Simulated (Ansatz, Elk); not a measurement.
# Bonding as seen by X-rays: Ga5BiPd

Structure refinements treat a crystal as free atoms side by side. For a made-up structure of Ga5BiPd (cell and positions from a PBE relaxation) the runs below show what the calculated density changes in F(hkl).

Program: Elk 11.2.3 (patched build). Level of theory: DFT, PBE, all-electron APW+lo, Dirac cores, scalar-relativistic bands, static density, no spin. Results are calculated unless marked as measured.

The structure was built from a prototype and need not be the compound's stable phase.

### 1. The starting structure

Symmetry: P4/mmm, No. 123, tetragonal system. The conventional cell has a = 4.303 Å, b = 4.303 Å, c = 7.985 Å, α = 90.00°, β = 90.00°, γ = 90.00°. Nearest to Bi lie 12 Ga at 3.04 to 3.26 Å. Nearest to Pd lie 8 Ga at 2.65 Å. Nearest to Ga lie 2 Pd at 2.65 Å and 7 Ga at 3.04 to 3.26 Å and 2 Bi at 3.26 Å. Nearest to Ga lie 4 Bi at 3.04 Å. Farther neighbours are not listed.

Structure file:

```cif
data_structure
_symmetry_space_group_name_H-M 'P4/mmm'
_symmetry_Int_Tables_number 123
_cell_length_a 4.3026
_cell_length_b 4.3026
_cell_length_c 7.9848
_cell_angle_alpha 90.000
_cell_angle_beta 90.000
_cell_angle_gamma 90.000
_cell_volume 147.82
loop_
_atom_site_label
_atom_site_type_symbol
_atom_site_symmetry_multiplicity
_atom_site_Wyckoff_symbol
_atom_site_fract_x
_atom_site_fract_y
_atom_site_fract_z
_atom_site_occupancy
Bi1 Bi 1 a 0.00000 0.00000 0.00000 1
Pd1 Pd 1 b 0.00000 0.00000 0.50000 1
Ga1 Ga 4 i 0.00000 0.50000 0.30656 1
Ga2 Ga 1 c 0.50000 0.50000 0.00000 1
```

### 2. Ground state and structure factors

An all-electron density is needed, since X-rays see the cores too. Task 0 finds the density and task 195 Fourier-transforms it; tshift is off so that phases refer to the origin typed.

Contents of elk.in:

```
tasks
  0
  195

xctype
  20

spinpol
  .false.

rgkmax
  7.0

gmaxvr
  14.0

lmaxo
  7

lmaxapw
  8

swidth
  0.002

tshift
  .false.

ramdisk
  .false.

hmaxvr
  5.5

maxscl
  120

epspot
  1e-06

sppath
  './'

avec
  8.13078733561 0.00000000000 0.00000000000
  0.00000000000 8.13078733561 0.00000000000
  0.00000000000 0.00000000000 15.08909619970

atoms
  3
  'Bi.in'
  1
  -0.0000000000 -0.0000000000 -0.0000000000   0.000000 0.000000 0.000000
  'Pd.in'
  1
  0.0000000000 0.0000000000 0.5000000000   0.000000 0.000000 0.000000
  'Ga.in'
  5
  0.0000000000 0.5000000000 0.3065635711   0.000000 0.000000 0.000000
  0.5000000000 -0.0000000000 0.3065635711   0.000000 0.000000 0.000000
  -0.0000000000 0.5000000000 0.6934364289   0.000000 0.000000 0.000000
  0.5000000000 -0.0000000000 0.6934364289   0.000000 0.000000 0.000000
  0.5000000000 0.5000000000 -0.0000000000   0.000000 0.000000 0.000000

ngridk
  5 5 3
```

The run is started by

```bash
OMP_NUM_THREADS=4 elk
```

Numbers of over 12 decimals in the logs are rounded to 6 here.

Log:

```text
┌─────────────────────────┐
│ Elk code version 11.2.3 │
└─────────────────────────┘

All units are atomic (Hartree, Bohr, etc.)

┌─────────────────────────────────────────────────┐
│ Ground-state run starting from atomic densities │
└─────────────────────────────────────────────────┘

Lattice vectors :
   8.130787336       0.000000000       0.000000000
   0.000000000       8.130787336       0.000000000
   0.000000000       0.000000000       15.08909620

Reciprocal lattice vectors :
  0.7727646841       0.000000000       0.000000000
   0.000000000      0.7727646841       0.000000000
   0.000000000       0.000000000      0.4164056763

Unit cell volume      :    997.5356637
Brillouin zone volume :   0.2486630027

Muffin-tin inner radius fraction :   0.1000000000E-01

Nuclei treated as point charges

Species : 1 (Bi)
 parameters loaded from : Bi.in
 name : bismuth
 nuclear charge    :   -83.00000000
 electronic charge :    83.00000000
 atomic mass :    380947.9285
 muffin-tin radius :    2.800000000
 number of radial points in muffin-tin :   1393
 inner part over the whole radius :   0.9976520004E-02
 number on inner part of muffin-tin    :   1001
 approximate nuclear radius :   0.1052171418E-03
 number of mesh points to nuclear radius :    526
 atomic positions (lattice), magnetic fields (Cartesian) :
  1 :   0.00000000  0.00000000  0.00000000    0.00000000  0.00000000  0.00000000

Species : 2 (Pd)
 parameters loaded from : Pd.in
 name : palladium
 nuclear charge    :   -46.00000000
 electronic charge :    46.00000000
 atomic mass :    193991.7927
 muffin-tin radius :    2.576427658
 number of radial points in muffin-tin :    993
 inner part over the whole radius :   0.9971469950E-02
 number on inner part of muffin-tin    :    707
 approximate nuclear radius :   0.8586907259E-04
 number of mesh points to nuclear radius :    353
 atomic positions (lattice), magnetic fields (Cartesian) :
  1 :   0.00000000  0.00000000  0.50000000    0.00000000  0.00000000  0.00000000

Species : 3 (Ga)
 parameters loaded from : Ga.in
 name : gallium
 nuclear charge    :   -31.00000000
 electronic charge :    31.00000000
 atomic mass :    127097.2539
 muffin-tin radius :    2.378240915
 number of radial points in muffin-tin :    993
 inner part over the whole radius :   0.9979508757E-02
 number on inner part of muffin-tin    :    702
 approximate nuclear radius :   0.7562051033E-04
 number of mesh points to nuclear radius :    339
 atomic positions (lattice), magnetic fields (Cartesian) :
  1 :   0.00000000  0.50000000  0.30656357    0.00000000  0.00000000  0.00000000
  2 :   0.50000000  0.00000000  0.30656357    0.00000000  0.00000000  0.00000000
  3 :   0.00000000  0.50000000 -0.30656357    0.00000000  0.00000000  0.00000000
  4 :   0.50000000  0.00000000 -0.30656357    0.00000000  0.00000000  0.00000000
  5 :   0.50000000  0.50000000  0.00000000    0.00000000  0.00000000  0.00000000

Total number of atoms per unit cell :    7
Total muffin-tin volume :    445.3156564
 ratio of muffin-tin to unit cell volume :   0.4464157750

Spin treatment :
 spin-unpolarised

Number of Bravais lattice symmetries :   16
Number of crystal symmetries         :   16
Crystal has inversion symmetry
Real symmetric eigensolver will be used

k-point grid :      5     5     3
k-point offset :    0.000000000       0.000000000       0.000000000
k-point set is reduced with full crystal symmetry group
Total number of k-points :       12

Muffin-tin radius times maximum |G+k| :    7.000000000
 using average radius
Maximum |G+k| for APW functions       :    2.837679153
Maximum (1/2)|G+k|²                   :    4.026211486
Maximum |G| for potential and density :    14.00000000
Constant for pseudocharge density :   10
 order of it for each species :   17  17  17
 order of it for pair densities of each species (exact exchange by exxq0 0: 18) :   13  11   9
Radial integration step length :    1

G-vector grid sizes :     40    40    70
Number of G-vectors :    46291

[...]
Density of states at Fermi energy :    44.95522642
 (states/Hartree/unit cell)

Estimated indirect band gap :   0.1524847075E-02
 from k-point 4 to k-point 1
Estimated direct band gap   :   0.1312883849E-01
 at k-point 10

Charges :
 core                        :    186.0000000
 valence                     :    98.00000000
 interstitial                :    11.04953341
 muffin-tins (core leakage)
  species : 1 (Bi)
[...]
species : 2 (Pd)
[...]
species : 3 (Ga)
[...]
total in muffin-tins        :    272.9504666
 total calculated charge     :    283.9945838
 total charge                :    284.0000000
 error                       :   0.5416198993E-02

RMS change in Kohn-Sham potential (target) :   0.3063879752     (  0.1000000000E-05)
Absolute change in total energy (target)   :   0.6018550795     (  0.1000000000E-03)

[... loops 3 to 16 left out ...]

┌──────────────────┐
│ Loop number : 17 │
└──────────────────┘

Energies :
 Fermi                       :     0.218226
 sum of occupied eigenvalues :     -21974.885868345
 electron kinetic            :      40429.952103342
 core electron kinetic       :      39437.283569530
 Coulomb                     :     -75857.823522977
 Coulomb potential           :     -61202.768240255
 nuclear-nuclear             :     -3424.0950388012
 electron-nuclear            :     -83737.160718796
 Hartree                     :      11303.432234620
 Madelung                    :     -45256.439402850
 xc potential                :     -1202.0697314320
 exchange                    :     -906.21167461110
 correlation                 :     -15.118111704363
 electron entropic           :    -0.98837138896467E-03
 total energy                :     -36349.202194322

Density of states at Fermi energy :    76.48740969
 (states/Hartree/unit cell)

Estimated indirect band gap :   0.2800597738E-03
 from k-point 3 to k-point 4
Estimated direct band gap   :   0.1048504052E-01
 at k-point 4

Charges :
 core                        :    186.0000000
 valence                     :    98.00000000
 interstitial                :    10.14301921
 muffin-tins (core leakage)
  species : 1 (Bi)
[...]
species : 2 (Pd)
[...]
species : 3 (Ga)
[...]
total in muffin-tins        :    273.8569808
 total calculated charge     :    283.9946682
 total charge                :    284.0000000
 error                       :   0.5331848607E-02

RMS change in Kohn-Sham potential (target) :   0.3383896405E-06 (  0.1000000000E-05)
Absolute change in total energy (target)   :   0.8117043762E-05 (  0.1000000000E-03)

Convergence targets achieved

┌──────────────────┐
│ Loop number : 18 │
└──────────────────┘

Energies :
 Fermi                       :     0.218226
 sum of occupied eigenvalues :     -21974.885842380
 electron kinetic            :      40429.952116640
 core electron kinetic       :      39437.283584549
 Coulomb                     :     -75857.823519271
 Coulomb potential           :     -61202.768254584
 nuclear-nuclear             :     -3424.0950388012
 electron-nuclear            :     -83737.160696840
 Hartree                     :      11303.432216370
 Madelung                    :     -45256.439391979
 xc potential                :     -1202.0697044368
 exchange                    :     -906.21167434565
 correlation                 :     -15.118111685092
 electron entropic           :    -0.98837217522331E-03
 total energy                :     -36349.202177034

Density of states at Fermi energy :    76.48748058
 (states/Hartree/unit cell)

Estimated indirect band gap :   0.2800659978E-03
 from k-point 3 to k-point 4
Estimated direct band gap   :   0.1048504817E-01
 at k-point 4

Charges :
 core                        :    186.0000000
 valence                     :    98.00000000
 interstitial                :    10.14301864
 muffin-tins (core leakage)
  species : 1 (Bi)
[...]
species : 2 (Pd)
[...]
species : 3 (Ga)
[...]
atom 3                    :    29.50074185     (  0.8321694627E-03)
   atom 4                    :    29.50074185     (  0.8321694627E-03)
   atom 5                    :    29.47485124     (  0.8299124983E-03)
 total in muffin-tins        :    273.8569814
 total calculated charge     :    283.9946682
 total charge                :    284.0000000
 error                       :   0.5331848495E-02

┌──────────────────────────────┐
│ Self-consistent loop stopped │
└──────────────────────────────┘

Warning : the lowest level lies among the core levels :   -2.900026935      -2.910205687

Warning : core states of species 1 leak from the muffin-tin :   0.6751300456E-03

Warning : core states of species 3 leak from the muffin-tin :   0.8321694627E-03

Wrote STATE.OUT
```

Run time: 79 s. Hardware: 4 threads of Arm Neoverse N1, shared host; peak memory 0.32 GiB; 3 min of CPU time.

SFACRHO.OUT:

```text

h k l indices transformed by vhmat matrix:
   1.000000000       0.000000000       0.000000000    
   0.000000000       1.000000000       0.000000000    
   0.000000000       0.000000000       1.000000000    

      h      k      l  multipl.   |H|            Re(F)            Im(F)           |F|

      0      0      0      1   0.0000000       284.00000      0.44146048E-16   284.00000    
      0      0      1      2  0.41640568       24.499457      0.27647487E-13   24.499457    
     -1      0      0      4  0.77276468       91.141338     -0.45203079E-13   91.141338    
      0      0     -2      2  0.83281135       61.545257      0.41601382E-13   61.545257    
     -1      0     -1      8  0.87781487       7.0892127     -0.21865433E-13   7.0892127    
     -1      1      0      4   1.0928543       33.556872     -0.10888895E-14   33.556872    
      0      1      2      8   1.1361074       85.300691     -0.37439559E-13   85.300691    
      1     -1      1      8   1.1694974       95.320723      0.21792978E-13   95.320723    
      0      0      3      2   1.2492170       147.39606      0.79519230E-13   147.39606    
      1     -1      2      8   1.3740106       205.29343     -0.40559915E-13   205.29343    
      1      0      3      8   1.4689140       8.7741985      0.94980105E-13   8.7741985    
      0     -2      0      4   1.5455294       220.73257      0.80226093E-13   220.73257    
      2      0     -1      8   1.6006420       23.166154     -0.29894277E-13   23.166154    
      1      1      3      8   1.6597812      -25.519564      0.53377763E-13   25.519564    
      0      0      4      2   1.6656227       136.79829     -0.76210618E-13   136.79829    
     -2      1      0      8   1.7279544       76.086600      0.64353657E-13   76.086600    
      0     -2      2      8   1.7556297       52.523032     -0.48766851E-13   52.523032    
     -1     -2     -1     16   1.7774195       9.3661077     -0.72461487E-13   9.3661077
```

Elk indexes on the primitive cell of elk.in and gives |H| = 4π sin θ/λ in inverse bohr. Below, one row stands for each form hkl of the conventional cell (m members, Friedel mates merged), F is for one primitive cell and the density is static (no thermal factor). Free-atom factors are Waasmaier and Kirfel's, and R is Σm||F|−|F'||/Σm|F|.

| hkl | m | sin θ/λ (Å⁻¹) | abs F, DFT | neutral atoms | diff. |
| --- | --- | --- | --- | --- | --- |
| 001 | 2 | 0.063 | 24.500 | 24.454 | +0.046 |
| 100 | 4 | 0.116 | 91.141 | 91.418 | -0.276 |
| 002 | 2 | 0.125 | 61.545 | 61.934 | -0.389 |
| 101 | 8 | 0.132 | 7.089 | 6.974 | +0.115 |
| 110 | 4 | 0.164 | 33.557 | 33.959 | -0.402 |
| 102 | 8 | 0.171 | 85.301 | 85.709 | -0.408 |
| 111 | 8 | 0.176 | 95.321 | 95.146 | +0.175 |
| 003 | 2 | 0.188 | 147.396 | 147.361 | +0.035 |
| 112 | 8 | 0.207 | 205.293 | 206.080 | -0.787 |
| 103 | 8 | 0.221 | 8.774 | 8.322 | +0.452 |
| 200 | 4 | 0.232 | 220.733 | 221.865 | -1.132 |
| 201 | 8 | 0.241 | 23.166 | 22.907 | +0.259 |
| 113 | 8 | 0.250 | 25.520 | 26.104 | -0.584 |
| 004 | 2 | 0.251 | 136.798 | 137.367 | -0.569 |
| 210 | 8 | 0.260 | 76.087 | 76.300 | -0.214 |
| 202 | 8 | 0.264 | 52.523 | 52.464 | +0.059 |
| 211 | 16 | 0.267 | 9.366 | 8.977 | +0.389 |
| 104 | 8 | 0.276 | 74.611 | 74.705 | -0.093 |
| 212 | 16 | 0.288 | 73.558 | 73.530 | +0.028 |
| 203 | 8 | 0.299 | 127.361 | 127.850 | -0.489 |
| 114 | 8 | 0.300 | 102.621 | 102.727 | -0.106 |
| 005 | 2 | 0.313 | 30.374 | 30.786 | -0.412 |

### 3. The highest occupied states alone

An energy window below the Fermi level keeps the highest occupied states, to see at which angles they scatter; shallow core shells can lie inside it and anion s states outside. No new self-consistency is needed.

Edit elk.in of step 2 so:

```diff
@@ -1,3 +1,2 @@
 tasks
-  0
   195
@@ -40,2 +39,5 @@
 
+wsfac
+  -0.222770 0.518230
+
 sppath
```

The run is started by

```bash
OMP_NUM_THREADS=4 elk
```

Log:

```text
┌─────────────────────────────────┐
│ Elk code version 11.2.3 started │
└─────────────────────────────────┘

Info(readinput): the functional depends on the density's gradient
 muffin-tin radial points multiplied by    2.00000
 (not where nrmtscf is given)

┌────────────────────┐
│ Current task : 195 │
└────────────────────┘
Info(checkmt): changed muffin-tin radius of species 2 (Pd) from   2.6000 to   2.5764
Info(checkmt): changed muffin-tin radius of species 3 (Ga) from   2.4000 to   2.3782

Info(sfacrho): density structure factors written to SFACRHO.OUT

 Energy window :  -0.2227700000      0.5182300000

┌──────────────────┐
│ Elk code stopped │
└──────────────────┘
```

Elapsed: 37 s, on 4 threads; peak memory 0.19 GiB.

States within 12 eV below the Fermi level hold 29.81 electrons; any levels below the window count with the cores, and a count that is not whole means the window cuts a band. Their amplitudes can exceed the total, where window and core parts have opposite phase:

| hkl | sin θ/λ (Å⁻¹) | abs F, window | abs F, all |
| --- | --- | --- | --- |
| 001 | 0.063 | 6.234 | 24.500 |
| 100 | 0.116 | 8.016 | 91.141 |
| 002 | 0.125 | 6.249 | 61.545 |
| 101 | 0.132 | 6.188 | 7.089 |
| 110 | 0.164 | 4.358 | 33.557 |
| 102 | 0.171 | 5.350 | 85.301 |
| 111 | 0.176 | 3.176 | 95.321 |
| 003 | 0.188 | 2.445 | 147.396 |
| 112 | 0.207 | 5.029 | 205.293 |
| 103 | 0.221 | 3.485 | 8.774 |

### 4. Another functional

The difference from free atoms is small, so it is set against the change that LDA (Perdew-Wang) makes.

Edit elk.in of step 3 so:

```diff
@@ -1,2 +1,3 @@
 tasks
+  0
   195
@@ -4,3 +5,3 @@
 xctype
-  20
+  3
 
@@ -39,5 +40,2 @@
 
-wsfac
-  -0.222770 0.518230
-
 sppath
```

The run is started by

```bash
OMP_NUM_THREADS=4 elk
```

Log:

```text
┌─────────────────────────┐
│ Elk code version 11.2.3 │
└─────────────────────────┘

All units are atomic (Hartree, Bohr, etc.)

┌─────────────────────────────────────────────────┐
│ Ground-state run starting from atomic densities │
└─────────────────────────────────────────────────┘

Lattice vectors :
   8.130787336       0.000000000       0.000000000
   0.000000000       8.130787336       0.000000000
   0.000000000       0.000000000       15.08909620

Reciprocal lattice vectors :
  0.7727646841       0.000000000       0.000000000
[...]
atom 5                    :    29.49641166     (  0.8532746142E-03)
 total in muffin-tins        :    273.9855003
 total calculated charge     :    283.9945388
 total charge                :    284.0000000
 error                       :   0.5461188597E-02

┌──────────────────────────────┐
│ Self-consistent loop stopped │
└──────────────────────────────┘

Warning : the lowest level lies among the core levels :   -2.904783334      -2.914698644

Warning : core states of species 1 leak from the muffin-tin :   0.6774938905E-03

Warning : core states of species 3 leak from the muffin-tin :   0.8551209393E-03

Wrote STATE.OUT
[key lines of the parts left out:]
total energy                :     -36319.015166039
```

The job ended after 47 s (4 threads; peak memory 0.24 GiB; 1.8 min of CPU time).

Against the first run R = 0.03 %; the largest change is -0.110 at 220.

### 5. Basis size

A smaller basis shows how fast F responds to it; the change is likely larger than the basis error of the first run, but doesn't show convergence.

Edit elk.in of step 4 so:

```diff
@@ -5,3 +5,3 @@
 xctype
-  3
+  20
 
@@ -11,3 +11,3 @@
 rgkmax
-  7.0
+  5.5
```

The run is started by

```bash
OMP_NUM_THREADS=4 elk
```

Log:

```text
┌─────────────────────────┐
│ Elk code version 11.2.3 │
└─────────────────────────┘

All units are atomic (Hartree, Bohr, etc.)

┌─────────────────────────────────────────────────┐
│ Ground-state run starting from atomic densities │
└─────────────────────────────────────────────────┘

Lattice vectors :
   8.130787336       0.000000000       0.000000000
   0.000000000       8.130787336       0.000000000
   0.000000000       0.000000000       15.08909620

Reciprocal lattice vectors :
  0.7727646841       0.000000000       0.000000000
[...]
atom 5                    :    29.45022519     (  0.8392178290E-03)
 total in muffin-tins        :    273.6570408
 total calculated charge     :    283.9948239
 total charge                :    284.0000000
 error                       :   0.5176133054E-02

┌──────────────────────────────┐
│ Self-consistent loop stopped │
└──────────────────────────────┘

Warning : the lowest level lies among the core levels :   -2.914766371      -2.917272393

Warning : core states of species 1 leak from the muffin-tin :   0.6772102720E-03

Warning : core states of species 3 leak from the muffin-tin :   0.8414807249E-03

Wrote STATE.OUT
[key lines of the parts left out:]
total energy                :     -36348.941037457
```

It took 72 s on 4 threads; peak memory 0.31 GiB.

Against the first run R = 0.03 %; the largest change is +0.161 at 220.

### 6. Settings against the effect

| run | R against the first run (%) | R against neutral atoms, low angle (%) | wall time |
| --- | --- | --- | --- |
| PBE, rgkmax 7 | 0.00 | 0.44 | 79 s |
| LDA (Perdew-Wang) | 0.03 | 0.45 | 47 s |
| rgkmax 5.5 | 0.03 | 0.44 | 72 s |

### 7. Summary of results

| Item | Value |
| --- | --- |
| R against neutral atoms, sin θ/λ < 0.3 Å⁻¹ | 0.44 % |
| R against neutral atoms, 0.3 to 0.67 Å⁻¹ | 0.18 % |

What this shows: Independent neutral atoms miss the calculated amplitudes by R = 0.44 % below 0.3 Å⁻¹ and 0.18 % from there to 0.67 Å⁻¹; by shells, 0.49 % below 0.15 Å⁻¹ (4 forms), 0.43 % 0.15 to 0.3 (17 forms), 0.23 % 0.3 to 0.45 (31 forms), 0.16 % above 0.45 (97 forms). Bonding, aspherical density and the tables' own atoms all enter these figures, and the runs don't part them. The largest change of an amplitude is -1.13 electrons, at 200. The window's part falls from 29.8 electrons at the origin to at most 0.51 between 0.45 and 0.67 Å⁻¹. Below 0.3 Å⁻¹ the changes that finished (LDA (Perdew-Wang) and rgkmax 5.5) move F by R = 0.03 % at most, against the 0.44 % that separates it from free atoms. The k-mesh has no finished test. These runs have no spin, though d or f shells may be open. Spin-orbit coupling is left out, which can matter for elements this heavy. Part of the difference isn't bonding: the tables are fits to free atoms and ions calculated by other methods than this functional. Thermal motion, anomalous dispersion and extinction are left out.

[Logs are printed without paths, hosts, clocks, repeated set-up lines and the standing remarks that a program may print on its own settings, such as how far it seeks lower states.]

[Hosts, paths, dates, database ids (printed as entryN), source tags and the programs' standing remarks are cut or masked in the printed files.]
